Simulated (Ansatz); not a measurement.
# CeO2 (Fm-3m): phonons and vibrational spectra, part 3 of 3

Wanted: phonon frequencies of CeO2 (Fm-3m) and what follows from them.

Ansatz 0.2.0; DFT PBE+U, scalar-relativistic, plane waves, PAW.

So far. Step 4 (Tight relaxation): The forces vanish by symmetry and the pressure is 0.000 GPa, within the tolerances set. The cell now holds 13.65 Å³/atom. Step 5 (Zone-centre response): Before it was imposed, the acoustic sum rule was missed by 7.1e-5 eV/Å² and the charge sum rule by 6.1e-4 e. Small misses are needed for a sound result but don't prove that mesh and cutoff are converged. The lowest optical mode is real, 259 cm⁻¹. The relaxed cell has a = 5.472 Å (conventional setting).

## Step 6: Response at finite wavevector

Stability and thermal properties need the whole zone. Linear response on a 4×4×4 q mesh gives force constants as far as a supercell of that size would, and the tensors from the zone-centre run are typed in so that the long-range dipole term is interpolated apart.

File input.yaml:

```yaml
crystal:
  lattice:
    - [0.0, 2.7359315297, 2.7359315297]
    - [2.7359315297, 0.0, 2.7359315297]
    - [2.7359315297, 2.7359315297, 0.0]
  atoms:
    - { symbol: Ce, position: [0.0, 0.0, 0.0] }
    - { symbol: O, position: [0.25, 0.25, 0.25] }
    - { symbol: O, position: [0.75, 0.75, 0.75] }
kpoints:
  mp_grid: { grid: [8, 8, 8] }
hamiltonian:
  xc: pbe
  hubbard: { sites: [{ species: Ce, l: f, u_eff: 5.0 }] }
scf:
  occupations: { method: fixed }
  convergence: { dr2_threshold: 1.0e-10 }
output:
  eigenvalues: true
phonons:
  method: dfpt
  qmesh: [4, 4, 4]
  temperatures: { t_max: 1000, t_step: 50 }
  qpath:
    path:
      - [[0.0, 0.0, 0.0], [0.5, 0.0, 0.5], [0.625, 0.25, 0.625]]
      - [[0.375, 0.375, 0.75], [0.0, 0.0, 0.0], [0.5, 0.5, 0.5], [0.5, 0.25, 0.75], [0.5, 0.0, 0.5]]
    npoints: 10
  non_analytic_term:
    high_frequency_dielectric_tensor: [[6.5083, 0.0, 0.0], [0.0, 6.5083, 0.0], [0.0, 0.0, 6.5083]]
    born_effective_charges:
      - { species: Ce, tensor: [[5.5234, 0.0, 0.0], [0.0, 5.5234, 0.0], [0.0, 0.0, 5.5234]] }
      - { species: O, tensor: [[-2.7617, 0.0, 0.0], [0.0, -2.7617, 0.0], [0.0, 0.0, -2.7617]] }
      - { species: O, tensor: [[-2.7617, 0.0, 0.0], [0.0, -2.7617, 0.0], [0.0, 0.0, -2.7617]] }
    source: "zone-centre run at this cell"
```

The run is started by

```
ansatz run input.yaml --threads 4 --pin off --max-ram 14336MiB --backend cpu --events-out ev --progress --plain --runs-dir out
```

Numbers of over 12 decimals in the logs are rounded to 6 here.

The log of the run:

```text
Warning: phonons: the dynamical matrix that this run interpolates holds no multipole term above the dipole-dipole one, and a site of this crystal is no centre of inversion, so its interpolated transverse optical and acoustic branches and sound speeds can stay off near Gamma, and the density of states and the thermodynamics with them. What a run solves at a wave vector of phonons.qpoints, Gamma apart, where the deck admits one, is free of this, and under fd what a larger phonons.supercell samples
[...]
Crystal: 3 atoms, lattice volume = 40.959 Å³
Basis set: ecut = 420 eV, 821 PW (Γ), exchange–correlation on 54×54×54 points (8 copies of the dense FFT grid, shifted against one another)
Bands: 16, of which v1, the nominal top of the filled ones, is band 12 counted from 1 (11 counted from 0)
Symmetry: 48 space group operations
k-points: 29 of 512
[...]
SCF iter   1: F=—  HF=-7718.141854 eV  |F-HF|=—  |Δ(HF+E_count)|=         —  Δρ=2.15e-1  dr2=1.15e1  ethr=3.10e-3  ⟨swp⟩=3.0  Hψ=2038  notcnv=0  defer=26
[...]
SCF iter  14: F=-7713.871768 eV  HF=-7713.871768 eV  |F-HF|=6.18e-11  |Δ(HF+E_count)|=   2.34e-7  Δρ=3.68e-7  dr2=6.82e-11  ethr=1.00e-12  ⟨swp⟩=11.8  Hψ=4180  notcnv=0
SCF 1 converged in 14 iterations: F = -7713.871768 eV  dr2 = 6.82e-11
[...]
NSCF: frozen V_eff on 29 k-points
[...]
DFPT response loops at q = (0, 0, 0) (fractional): preconditioner auto → none (the input reference at scf.mixing.eps_inf says where Resta's filter doesn't serve); β = 0.50; Anderson in place of MSR1; while a model of the screening serves, it and β = 1 on shorter waves in the place of filter and β
[...]
SCF converged after 14 iterations
Free energy (F): -7713.871768 eV
[...]
Internal energy: -7713.871768 eV  (E = F + TS)
E sigma→0 (E₀):  -7713.871768 eV
Fermi energy:    10.997531 eV
[...]
--- Band table (eV; the first three rows and the last of 29) ---
  k-point 0: bands = [... 8 lower, 7.1311, 10.5868, 10.5868, 10.5868, 13.2916, 13.6774, 13.6774, 13.6774]
  k-point 1: bands = [... 8 lower, 7.5119, 10.4068, 10.4920, 10.4920, 13.3104, 13.6609, 13.6609, 13.6784]
  k-point 2: bands = [... 8 lower, 8.4173, 10.0647, 10.3228, 10.3228, 13.3645, 13.5967, 13.5967, 13.6809]
  k-point 28: bands = [... 8 lower, 9.8987, 9.8987, 10.2812, 10.3929, 13.3585, 13.4807, 13.4807, 13.6966]
Occupation matrices written to <dir>
--- Phonons (Γ-DFPT): 2 representative perturbations + reference (Σ response iterations 19) ---
  ASR residual: 3.924e-4 → 0.000e0 eV/Å²; symmetrization residual: 6.105e-8 eV/Å²
  ASR residual per site (eV/Å²): 3.92e-4 6.59e-5 6.59e-5
  Γ frequencies (cm⁻¹): 0.00 0.00 0.00 258.59 258.59 258.59 430.97 430.97 430.97
--- Phonons (arbitrary-q DFPT): 8 irreducible q on the 4×4×4 mesh ---
  q = [0.0000, 0.0000, 0.0000] (star 1, of the zone-centre solve; hermiticity 1.73e-8, symmetrization 5.80e-13): -0.00 -0.00 0.00 258.59 258.59 258.59 430.97 430.97 430.97
  q = [0.0000, 0.0000, 0.2500] (star 8, 2 solved perturbations in 520 linear systems a pass and spin channel, the states on 120 of 512 k-point pairs; hermiticity 1.21e-8, symmetrization 3.04e-13): 84.44 84.44 141.72 282.26 282.26 409.27 410.19 410.19 521.19
[...]
sum rule: each row above includes the acoustic sum rule's correction from the zone centre's row sums; it moved no ω² by more than (1.06 cm⁻¹)²
  mesh force constants: q→R imaginary residual 3.91e-18; ASR residual 3.924e-4 → 0.000e0 eV/Å²; symmetrization residual 5.329e-15 eV/Å²
  interpolated dispersion: 63 rows × 9 modes
  density of states and harmonic sums: on the 20×20×20 q-mesh, interpolated from the force constants of a 4×4×4 supercell (with the dipole–dipole term of supplied tensors)
  largest difference from the sums on the solved wave vectors: F 1.09e-2 eV, S 1.50e-5 and C_V 3.96e-6 eV/K
  zero-point energy: 0.162544 eV/cell   skipped modes (ω ≤ 0): 3   left out of the sums: 4.17e-5 of the cell's modes: C_V's classical limit lies that fraction below 3 k_B per atom; for a crystal, a wire or a layer, F and S can be off by more, and a phonons.interpolated_qmesh denser along its periods is the remedy for the sampling
```

Wall time 3.6 min (4 threads of Arm Neoverse V1, shared host); peak memory 2.3 GiB; 12 min of CPU time.

This step gave:

```yaml
sum_rule_residual_before_enforcement: 3.92e-4 eV/Å²
lowest_frequency_on_the_path: 0 cm⁻¹
highest_frequency_on_the_path_or_at_a_solved_wavevector: 570.0 cm⁻¹
mean_frequency: 291.3 cm⁻¹
debye_temperature_second_moment: 602 K
logarithmic_mean_frequency: 253.1 cm⁻¹
lowest_mode_on_the_q_mesh_acoustic_modes_at_gamma_apart: 78.63 cm⁻¹
zero_point_energy_per_atom: 54.18 meV
heat_capacity_at_300_k: 20.79 J/(mol atoms K)
vibrational_entropy_at_300_k: 22.39 J/(mol atoms K)
edges_of_the_widest_gap_between_branches_on_path_and_mesh: 464.2, 503.9 cm⁻¹
```

Frequencies (cm⁻¹) solved at each irreducible wavevector; negative means imaginary. Frequencies by wavevector, by row:

| q in reciprocal lattice units | star | mode 1 | mode 2 | mode 3 | mode 4 | mode 5 | mode 6 | mode 7 | mode 8 | mode 9 |
| --- | --- | --- | --- | --- | --- | --- | --- | --- | --- | --- |
| 0 0 0 | 1 | 0 | 0 | 0 | 258.6 | 258.6 | 258.6 | 431 | 431 | 431 |
| 0 0 0.25 | 8 | 84.4 | 84.4 | 141.7 | 282.3 | 282.3 | 409.3 | 410.2 | 410.2 | 521.2 |
| 0 0 -0.5 | 4 | 110.2 | 110.2 | 196.3 | 332.1 | 332.1 | 367.9 | 367.9 | 398 | 503.9 |
| 0 0.25 0.25 | 6 | 78.6 | 78.6 | 187.2 | 239 | 239 | 323.2 | 435.5 | 435.5 | 549.9 |
| 0 0.25 -0.5 | 24 | 114.4 | 144.1 | 194 | 229.5 | 265.1 | 284.5 | 415.4 | 438.1 | 545.9 |
| 0 0.25 -0.25 | 12 | 111.2 | 132 | 182.5 | 214.8 | 337.2 | 344.8 | 356.1 | 447.3 | 531.1 |
| 0 -0.5 -0.5 | 3 | 123.7 | 123.7 | 129.8 | 217.1 | 217.1 | 254 | 437.1 | 437.1 | 570 |
| 0.25 -0.5 -0.25 | 6 | 124.8 | 170.9 | 185.7 | 187.8 | 187.8 | 357.2 | 357.2 | 464.2 | 553.2 |

Interpolated from a 4×4×4 q mesh, with the LO-TO term (at Γ the limit along the path; where Γ stands inside the path, tables give the limit on arrival). Phonon branches along the path, in cm⁻¹:

```csv
point,branch 1,branch 2,branch 3,branch 4,branch 5,branch 6,branch 7,branch 8,branch 9
Γ,0,0,0,259,259,431,431,431,532
halfway,79,79,187,239,239,323,436,436,550
X,124,124,130,217,217,254,437,437,570
halfway,123,135,138,215,230,257,432,440,566
U,120,156,159,201,264,273,416,444,556
jump to K,120,156,159,201,264,273,416,444,556
halfway,96,102,164,236,319,374,380,444,525
Γ,0,0,0,259,259,431,431,431,532
halfway,84,84,142,282,282,409,410,410,521
L,110,110,196,332,332,368,368,398,504
halfway,115,154,183,244,262,354,367,446,536
W,125,171,186,188,188,357,357,464,553
halfway,124,144,145,207,223,279,416,450,562
X,124,124,130,217,217,254,437,437,570
```

The phonon branches as a text plot (rows in cm⁻¹):

```
    558 |      *************                            *********
    534 |******             ****************         ***
    511 |                                   *********
    487 |
    463 |                                              *******
    439 |*********************************           **       ***
    416 | **            ***       ***    ****     ***        **
    392 |   *              **    *           *****          *
    368 |    **              ****               ************
    344 |                    ***                    *****  *
    321 |      *            *** *              *****        *
    297 |                  **    *           **     *        *
    273 |       *       ***       ***    ****        **       *
    249 |*******  ********       ********             **       **
    226 |       ********       **                      **    ****
    202 |       *       *******                 *****   ** ****
    178 |      *  **       *****              **     *******
    154 |    **     *   *****   *            *        **    **
    131 |   *       *******  **  *          *      ***  *********
    107 |        ***       ****** **       *  **********
     83 |  *   **                ****     ****
     59 |    **                   ***    **
     36 | ***                       **  **
     12 |**                          ****
         Γ           X  U|K            Γ         L        W     X
```

The phonon density of states has structure finer than the step of the table below, so its rows give means over 20 cm⁻¹, whole bins alone (the curve runs from 2.5 to 572 cm⁻¹). Peaks (cm⁻¹: height): 112.5: 0.0564, 187.5: 0.0374, 437.5: 0.0409, 527.5: 0.0267.

Tetrahedra on a 20×20×20 mesh, mean over bins of 5 cm-1. Interpolated from a 4×4×4 q mesh. Table of phonon density of states by wavenumber; means over each step:

wavenumber (cm⁻¹), phonon density of states (1/cm⁻¹/cell) and a bar:
```
       20     0.0004 
       40     0.0016 #
       60     0.0038 ###
       80     0.0078 ######
      100     0.0221 ################
      120     0.0417 ##############################
      140     0.0165 ############
      160     0.0181 #############
      180     0.0266 ###################
      200     0.0226 ################
      220     0.0205 ###############
      240     0.0196 ##############
      260     0.0219 ################
      280     0.0172 ############
      300     0.0160 ############
      320     0.0157 ###########
      340     0.0147 ###########
      360     0.0112 ########
      380     0.0170 ############
      400     0.0162 ############
      420     0.0227 ################
      440     0.0363 ##########################
      460     0.0096 #######
      480     0.0000 
      500     0.0006 
      520     0.0135 ##########
      540     0.0230 #################
      560     0.0126 #########
```

The partial phonon density of states has structure finer than the step of the table below, so its rows give means over 25 cm⁻¹, whole bins alone (the curve runs from -10 to 597 cm⁻¹). Peaks (cm⁻¹: height): Ce 115.9: 0.0498, 184.6: 0.0253; O 260.9: 0.0188, 436.5: 0.0388, 531.9: 0.0223.

Phonopy on the run's constants, 17x17x17 mesh, Gaussian sigma 4.3 cm-1. Interpolated from a 4×4×4 q mesh. The partial phonon density of states by wavenumber; means over each step; values in 1/cm⁻¹/cell:

| wavenumber (cm⁻¹) | Ce | O |
| --- | --- | --- |
| 25 | 5.9e-4 | 1.2e-4 |
| 50 | 0.00225 | 4.2e-4 |
| 75 | 0.00578 | 8.2e-4 |
| 100 | 0.0225 | 0.00140 |
| 125 | 0.0313 | 0.00153 |
| 150 | 0.0133 | 0.00416 |
| 175 | 0.0165 | 0.00653 |
| 200 | 0.0136 | 0.0105 |
| 225 | 0.00464 | 0.0154 |
| 250 | 0.00364 | 0.0176 |
| 275 | 0.00194 | 0.0161 |
| 300 | 8.9e-4 | 0.0151 |
| 325 | 4.9e-4 | 0.0145 |
| 350 | 3.2e-4 | 0.0130 |
| 375 | 1.1e-4 | 0.0153 |
| 400 | 1.1e-4 | 0.0163 |
| 425 | 2.2e-4 | 0.0272 |
| 450 | 2.2e-4 | 0.0247 |
| 475 | 2.4e-6 | 8.6e-4 |
| 500 | 2.2e-5 | 0.00106 |
| 525 | 0.00105 | 0.0163 |
| 550 | 4.4e-4 | 0.0188 |
| 575 | 1.4e-5 | 0.00228 |

Harmonic thermodynamic functions per atom, from the density of states. Interpolated from a 4×4×4 q mesh. Thermodynamic functions, by row:

| T (K) | F_vib (meV/atom) | S (J/mol-atom/K) | C_V (J/mol-atom/K) |
| --- | --- | --- | --- |
| 0 | 54.18 | 0 | 0 |
| 50 | 54.01 | 1.259 | 3.193 |
| 100 | 52.35 | 5.387 | 9.285 |
| 200 | 41.91 | 14.62 | 17.27 |
| 300 | 22.59 | 22.39 | 20.79 |
| 400 | -3.96 | 28.62 | 22.42 |
| 500 | -36.34 | 33.72 | 23.26 |
| 600 | -73.57 | 38.01 | 23.75 |
| 700 | -114.9 | 41.69 | 24.05 |
| 800 | -159.8 | 44.92 | 24.26 |
| 900 | -207.9 | 47.78 | 24.4 |
| 1000 | -258.8 | 50.36 | 24.5 |

Harmonic mean-square displacement, third of the trace. Interpolated from a 4×4×4 q mesh. Mean square displacements, by row:

```csv
T (K),Ce1 U_eq (Å²),O2 U_eq (Å²),O3 U_eq (Å²)
0,9.20e-4,0.00338,0.00338
100,0.00146,0.0038,0.0038
300,0.00369,0.00667,0.00667
600,0.00724,0.01216,0.01216
```

Symmetry leaves 8 wavevectors to solve. The lowest mode among them, the acoustic zeros apart, lies at q = (0, 0.25, 0.25) and is real, 78.6 cm⁻¹.

## Step 7: Summary of results

| Property | Result |
| --- | --- |
| space group after relaxation (within 0.01 Å) | Fm-3m |
| volume per atom | 13.7 Å³ |
| gap on the k-mesh | 2.27 eV |
| highest optical mode at the zone centre (no LO-TO term) | 431 cm⁻¹ |
| top of the zone-centre spectrum with the field | 532 cm⁻¹ |
| lowest optical zone-centre mode | 259 cm⁻¹ |
| mean high-frequency dielectric constant | 6.51 |
| mean static dielectric constant | 27.5 |
| largest Born charge (third of the trace) | 5.52 e |
| lowest mode on the q mesh (acoustic modes at Γ apart) | 78.6 cm⁻¹ |
| highest frequency on the path or at a solved wavevector | 570 cm⁻¹ |
| zero-point energy per atom | 54.2 meV |
| heat capacity at 300 K | 20.8 J/(mol atoms K) |
| vibrational entropy at 300 K | 22.4 J/(mol atoms K) |
| Debye temperature (second moment) | 602 K |
| imaginary modes on the 4×4×4 q mesh | none |

In words: The structure is a minimum as far as tested: no mode is imaginary at the 8 irreducible wavevectors of the 4×4×4 mesh, and the softest away from the acoustic zeros lies at 79 cm⁻¹. Without the field, the optical modes at Γ span 259 to 431 cm⁻¹. The highest mode in this list at Γ, 431.0 cm⁻¹, is mostly motion of O (100 % of the kinetic energy). With the macroscopic field of the longitudinal modes the top of the zone-centre spectrum lies at 532 cm⁻¹, against 431 cm⁻¹ without it. Lattice motion raises the mean dielectric constant from 6.508 to 27.55. The strongest infrared line is at 259 cm⁻¹. On the path and the mesh, the widest gap between branches runs from 464 to 504 cm⁻¹. The program warns that the interpolation holds no quadrupole term, so branches close to Γ can be off in this crystal. Spin-orbit coupling is left out, which can matter for the heavy elements here. These are harmonic frequencies at zero temperature: anharmonic shifts, linewidths and thermal expansion are left out.

Calculation against experiment:

```
              quantity  measured      PBE+U, PAW
lattice constant a (Å)   5.41168  5.472 (+1.1 %)
Raman mode, F2g (cm⁻¹)       465    431 (-7.3 %)
```

Measured values from pmc:5294393 (2017) and arxiv:1205.3334 (2012).

**Verdict.** The lattice constant a is off by +1.1 %: fair agreement. The Raman mode is off by -7.3 %: a clear miss. The grades are ours: good and fair within 0.7 and 1.5 % for the lattice constant a and 3 and 7 % for the Raman mode. For lattice constants and Raman mode the calculation has a static lattice, without zero-point motion or thermal expansion (measured at up to 300 K). As a rule both would widen the computed cell, so the excess over experiment is if anything larger than shown.

[Logs are printed without paths, hosts, clocks, repeated set-up lines and the standing remarks that a program may print on its own settings, such as how far it seeks lower states.]

[Hosts, paths, dates, database ids (printed as entryN), source tags and the programs' standing remarks are cut or masked in the printed files.]
